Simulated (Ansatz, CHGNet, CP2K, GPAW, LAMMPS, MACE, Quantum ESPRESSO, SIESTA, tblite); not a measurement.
# Amorphous carbon (100 atoms) in SIESTA, part 2 of 2

Wanted: SIESTA inputs and outputs for amorphous carbon (100 atoms), checked against a plane-wave reference.

Program: SIESTA 5.4.2; the method stands at each step. Banners, paths, timers and routine set-up lines are dropped from the logs unmarked, and long logs keep their key lines alone; longer cuts are marked. The potentials were converted by us to PSML.

So far. Step 2 (PBE, DZP, shift 0.01 Ry, mesh 300 Ry): Forces lie 16 % from the reference's, at 1.0 times its CPU time. Step 3 (PBE, SZ, shift 0.01 Ry, mesh 300 Ry): Against the first run (16 %), the force difference from the reference is 62 %, at 0.25 times the CPU time (on 1 against 2 cores), with 400 basis functions against 1300: the smaller basis costs accuracy.

## (4) PBE, DZP, shift 0.02 Ry, mesh 300 Ry

Method: Kohn-Sham DFT, PBE, PseudoDojo 0.4.1 norm-conserving pseudopotentials (converted to PSML), numerical atomic orbitals (DZP), diagonalisation.

input.fdf

```
SystemLabel cell
NumberOfAtoms 100
NumberOfSpecies 1
%block ChemicalSpeciesLabel
  1 6 C
%endblock ChemicalSpeciesLabel
LatticeConstant 1.0 Ang
%block LatticeVectors
  10.46950 0.00000 0.00000
  0.00000 10.46950 0.00000
  0.00000 0.00000 10.46950
%endblock LatticeVectors
PAO.BasisSize DZP
PAO.EnergyShift 0.02 Ry
XC.Functional GGA
XC.Authors PBE
MeshCutoff 300 Ry
%block kgrid_Monkhorst_Pack
  1 0 0 0.0
  0 1 0 0.0
  0 0 1 0.0
%endblock kgrid_Monkhorst_Pack
SolutionMethod diagon
OccupationFunction FD
ElectronicTemperature 580 K
SCF.Mixer.Method Pulay
SCF.Mixer.Weight 0.05
SCF.Mixer.History 8
SCF.Mix Hamiltonian
MaxSCFIterations 300
SCF.DM.Tolerance 1e-04
SCF.H.Tolerance 1.0e-3 eV
WriteForces T
Write.HirshfeldPop T
Write.VoronoiPop T
Write.DM F
Write.H F
XML.Write F
AtomicCoordinatesFormat Fractional
%block AtomicCoordinatesAndAtomicSpecies
[... 100 atom lines left out: the same atoms as in the first run ...]
%endblock AtomicCoordinatesAndAtomicSpecies
```

The run is started by

```console
$ OMP_NUM_THREADS=1 mpirun -np 2 siesta < input.fdf > output.txt
```

The program printed:

```text
Version         : 5.4.2
reinit: System Name:
reinit: System Label: cell
initatom: Reading input for the pseudopotentials and atomic orbitals ----------
Species number:   1 Atomic number:    6 Label: C
Ground state valence configuration (from tables):   2s02  2p02  3d00  4f00
---- Processing specs for species: C
GGA--PBE XC_GGA_X_PBE--XC_GGA_C_PBE pb
C pseudopotential only contains V_ls up to l=1 -- lmxkb reset.
Using PAO.SplitTailNorm
%block ChemicalSpeciesLabel
    1    6 C                       # Species index, atomic number, species label
%endblock ChemicalSpeciesLabel
%block PAO.Basis                 # Define Basis set
C                     2                    # Species label, number of l-shells
 n=2   0   2                         # n, l, Nzeta
   4.106      2.914
[... lines left out ...]
Total number of electrons:   400.000000
[... lines left out ...]
stepf: Fermi-Dirac step function
        iscf     Eharris(eV)        E_KS(eV)     FreeEng(eV)     dDmax    Ef(eV) dHmax(eV)
[... lines left out ...]
SCF Convergence by DM+H criterion
[... lines left out ...]
SCF cycle converged after 20 iterations
[... lines left out ...]
   Max    5.141818
[... lines left out ...]
   Max    5.141818    constrained
Stress tensor Voigt[x,y,z,yz,xz,xy] (kbar):      152.03       99.07      129.17       18.71       27.03       21.93
[... lines left out ...]
Target enthalpy (eV/cell)   -16257.0242
siesta: Program's energy decomposition (eV):
siesta: Ebs     =     -4960.443534
siesta: Eions   =     28216.201357
siesta: Ena     =      7333.286907
siesta: Ekin    =     10931.046269
siesta: Enl     =      -526.095799
siesta: DEna    =       -73.566686
siesta: DUscf   =        12.914177
siesta: Ex      =     -5218.541361
siesta: Ec      =      -499.621344
siesta: Exc     =     -5718.162705
siesta: Eharris =    -16256.779176
siesta: Etot    =    -16256.779195
siesta: FreeEng =    -16257.024195
siesta: Final energy (eV):
siesta:  Band Struct. =   -4960.443534
siesta:       Kinetic =   10931.046269
siesta:       Hartree =    8303.271377
siesta:         Exch. =   -5218.541361
siesta:         Corr. =    -499.621344
siesta:   Exch.-corr. =   -5718.162705
siesta:  Ion-electron =  -26263.148825
siesta:       Ion-ion =   -3509.785310
siesta:         Total =  -16256.779195
siesta:         Fermi =      -3.907972
siesta: Stress tensor (static) (eV/Ang**3):
siesta:     0.094890    0.013688    0.016872
siesta:     0.013689    0.061835    0.011678
siesta:     0.016872    0.011677    0.080622
siesta: Cell volume =       1147.566400 Ang**3
siesta: Pressure (static):
siesta:                Solid            Molecule  Units
siesta:          -0.00086168         -0.00115478  Ry/Bohr**3
siesta:          -0.07911554         -0.10602656  eV/Ang**3
siesta:        -126.75707555       -169.87327780  kBar
    Orbital volume contribution        =          28.319994 eV
    (Free)E + p_basis*V_orbitals       =      -16228.704201 eV
    (Free)Eharris+ p_basis*V_orbitals  =      -16228.704183 eV
Hirshfeld Atomic Populations:
Atom #   charge [q] valence [e]  Species
     1     0.012039    3.987961  C
     2    -0.012041    4.012041  C
     3    -0.017575    4.017575  C
[...]
--------------------
 Total    -0.000063
Voronoi Atomic Populations:
Atom #   charge [q] valence [e]  Species
[...]
99     0.011260    3.988740  C
   100     0.013466    3.986534  C
--------------------
 Total    -0.000063
```

Elapsed: 99 s, on 2 MPI ranks of Arm Neoverse V2, shared host; peak memory 1.2 GiB; 3.3 min of CPU time.

Numbers from this run, and their distance from the reference:

* r.m.s. force component: 1.485 eV/Å
* r.m.s. difference of force components: 187.4 meV/Å
* longest difference of force vectors: 956.8 meV/Å
* force difference over r.m.s. force: 13.13 %
* slope of forces against the reference's: 1.033
* correlation of force components: 0.9925
* pressure: -12.68 GPa
* pressure difference: 0.9423 GPa

Against the first run (16 %), the force difference from the reference is 13 %, at 0.64 times the CPU time: tighter orbitals come nearer here, likely by a cancellation of errors.

## (5) PBE, DZ, shift 0.01 Ry, mesh 300 Ry

Method: Kohn-Sham DFT, PBE, PseudoDojo 0.4.1 norm-conserving pseudopotentials (converted to PSML), numerical atomic orbitals (DZ), diagonalisation.

input.fdf: that of step 4 with these lines changed.

```diff
@@ -12,4 +12,4 @@
 %endblock LatticeVectors
-PAO.BasisSize DZP
-PAO.EnergyShift 0.02 Ry
+PAO.BasisSize DZ
+PAO.EnergyShift 0.01 Ry
 XC.Functional GGA
```

The run is started by

```console
$ OMP_NUM_THREADS=1 siesta < input.fdf > output.txt
```

The program printed:

```text
Version         : 5.4.2
reinit: System Name:
reinit: System Label: cell
initatom: Reading input for the pseudopotentials and atomic orbitals ----------
Species number:   1 Atomic number:    6 Label: C
Ground state valence configuration (from tables):   2s02  2p02  3d00  4f00
---- Processing specs for species: C
GGA--PBE XC_GGA_X_PBE--XC_GGA_C_PBE pb
C pseudopotential only contains V_ls up to l=1 -- lmxkb reset.
Using PAO.SplitTailNorm
%block ChemicalSpeciesLabel
    1    6 C                       # Species index, atomic number, species label
%endblock ChemicalSpeciesLabel
%block PAO.Basis                 # Define Basis set
C                     2                    # Species label, number of l-shells
 n=2   0   2                         # n, l, Nzeta
   4.484      3.048
[... lines left out ...]
Total number of electrons:   400.000000
[... lines left out ...]
stepf: Fermi-Dirac step function
        iscf     Eharris(eV)        E_KS(eV)     FreeEng(eV)     dDmax    Ef(eV) dHmax(eV)
[... lines left out ...]
SCF Convergence by DM+H criterion
[... lines left out ...]
SCF cycle converged after 20 iterations
[... lines left out ...]
   Max    5.164825
[... lines left out ...]
   Max    5.164825    constrained
Stress tensor Voigt[x,y,z,yz,xz,xy] (kbar):      102.80       47.47       81.15       21.71       28.17       21.93
[... lines left out ...]
Target enthalpy (eV/cell)   -16241.7789
siesta: Program's energy decomposition (eV):
siesta: Ebs     =     -5307.580202
siesta: Eions   =     28216.171806
siesta: Ena     =      7522.842903
siesta: Ekin    =     10980.392628
siesta: Enl     =      -565.388478
siesta: DEna    =      -276.182219
siesta: DUscf   =        16.278230
siesta: Ex      =     -5205.423593
siesta: Ec      =      -497.899501
siesta: Exc     =     -5703.323095
siesta: Eharris =    -16241.551824
siesta: Etot    =    -16241.551836
siesta: FreeEng =    -16241.778881
siesta: Final energy (eV):
siesta:  Band Struct. =   -5307.580202
siesta:       Kinetic =   10980.392628
siesta:       Hartree =    8176.598672
siesta:         Exch. =   -5205.423593
siesta:         Corr. =    -497.899501
siesta:   Exch.-corr. =   -5703.323095
siesta:  Ion-electron =  -26427.191475
siesta:       Ion-ion =   -3268.028567
siesta:         Total =  -16241.551836
siesta:         Fermi =      -4.585749
siesta: Stress tensor (static) (eV/Ang**3):
siesta:     0.064164    0.013684    0.017580
siesta:     0.013685    0.029626    0.013550
siesta:     0.017580    0.013549    0.050648
siesta: Cell volume =       1147.566400 Ang**3
siesta: Pressure (static):
siesta:                Solid            Molecule  Units
siesta:          -0.00052437         -0.00081878  Ry/Bohr**3
siesta:          -0.04814575         -0.07517688  eV/Ang**3
siesta:         -77.13799462       -120.44664851  kBar
    Orbital volume contribution        =          25.525579 eV
    (Free)E + p_basis*V_orbitals       =      -16216.253302 eV
    (Free)Eharris+ p_basis*V_orbitals  =      -16216.253290 eV
Hirshfeld Atomic Populations:
Atom #   charge [q] valence [e]  Species
     1     0.015139    3.984861  C
     2    -0.014494    4.014494  C
     3    -0.019244    4.019244  C
[...]
--------------------
 Total    -0.000009
Voronoi Atomic Populations:
Atom #   charge [q] valence [e]  Species
[...]
99     0.006868    3.993132  C
   100     0.009710    3.990290  C
--------------------
 Total    -0.000010
```

It took 1.7 min on 1 thread; peak memory 0.74 GiB.

Against the reference:

```yaml
r_m_s_force_component: 1.558 eV/Å
r_m_s_difference_of_force_components: 274.6 meV/Å
longest_difference_of_force_vectors: 1464 meV/Å
force_difference_over_r_m_s_force: 19.25 %
slope_of_forces_against_the_reference_s: 1.078
correlation_of_force_components: 0.9869
pressure: -7.714 GPa
pressure_difference: 5.904 GPa
```

This is a coarse setting, run to see what it loses.

Against the first run (16 %), the force difference from the reference is 19 %, at 0.32 times the CPU time (on 1 against 2 cores), with 800 basis functions against 1300: the smaller basis costs accuracy.

## (6) The ladder

Differences are against the plane-wave reference, forces as r.m.s. over components; share is that over the reference's r.m.s. force, slope the least-squares factor from reference forces to these. Total energies of different programs have different zeros and aren't compared.

```
                                                run  Δ force, r.m.s. (meV/Å)  share (%)  slope  Δ pressure (GPa)  cores  CPU time  memory (GiB)
                                          reference                        -          -      -                 -      2   5.2 min           2.8
        SIESTA PBE, DZP, shift 0.01 Ry, mesh 300 Ry                      228       16.0  1.033              4.82      2   5.2 min           1.5
SIESTA PBE, SZ, shift 0.01 Ry, mesh 300 Ry (coarse)                      889       62.3  1.120              23.9      1      78 s          0.61
        SIESTA PBE, DZP, shift 0.02 Ry, mesh 300 Ry                      187       13.1  1.033             0.942      2   3.3 min           1.2
SIESTA PBE, DZ, shift 0.01 Ry, mesh 300 Ry (coarse)                      275       19.2  1.078              5.90      1   1.7 min          0.74
```

Rows marked coarse were listed beforehand as settings not expected to be converged; some can still land near the reference.

CPU time is summed over cores on a shared host, where runs went side by side, so it is rough. Symmetry, cutoffs, thresholds, outputs and thread counts weren't matched or tuned between programs; memory under MPI is the largest rank's times the ranks.

## (7) What came out

* nearest in forces: SIESTA PBE, DZP, shift 0.02 Ry, mesh 300 Ry, 13 %
* its CPU time: 3.3 min

In words: The PBE runs in local orbitals, coarse settings apart, differ by 13 % (SIESTA PBE, DZP, shift 0.02 Ry, mesh 300 Ry) to 16 % (SIESTA PBE, DZP, shift 0.01 Ry, mesh 300 Ry); basis, grid and potentials can all enter. Runs with settings chosen to be coarse differ by 19 % (SIESTA PBE, DZ, shift 0.01 Ry, mesh 300 Ry) to 62 % (SIESTA PBE, SZ, shift 0.01 Ry, mesh 300 Ry), their programs' other errors included. Of the electronic-structure runs that take under half the reference's CPU time, SIESTA PBE, DZ, shift 0.01 Ry, mesh 300 Ry comes nearest, at 19 % in 1.7 min against 5.2 min; its pressure misses by +5.9 GPa. In pressure, SIESTA PBE, SZ, shift 0.01 Ry, mesh 300 Ry misses by +23.9 GPa, at the same functional. The reference's pressure holds the uncorrected Pulay stress of its 45 Ry basis, so small pressure differences, and their order, may be the reference's own error. The quench rate of 100 K/ps is many orders above laboratory rates, so the cell is likely richer in defects and strain than a real sample. The network of bonds at the start is that of the classical potential that made the cell, and needn't be the one that DFT or experiment would give. The reference's stress is far from hydrostatic: its diagonal is -16.3, -10.9, -13.6 GPa, compression counted positive. The electronic-structure runs sample only Γ, in a cell whose shortest periodic width is 10 Å, which is coarse for a cell with partly filled levels.

[Also dropped from logs without a mark: logging warnings of Python, and SIESTA's first energy breakdown and zero terms.]

[Logs are printed without paths, hosts, clocks, repeated set-up lines and the standing remarks that a program may print on its own settings, such as how far it seeks lower states.]

[Hosts, paths, dates, database ids (printed as entryN), source tags and the programs' standing remarks are cut or masked in the printed files.]
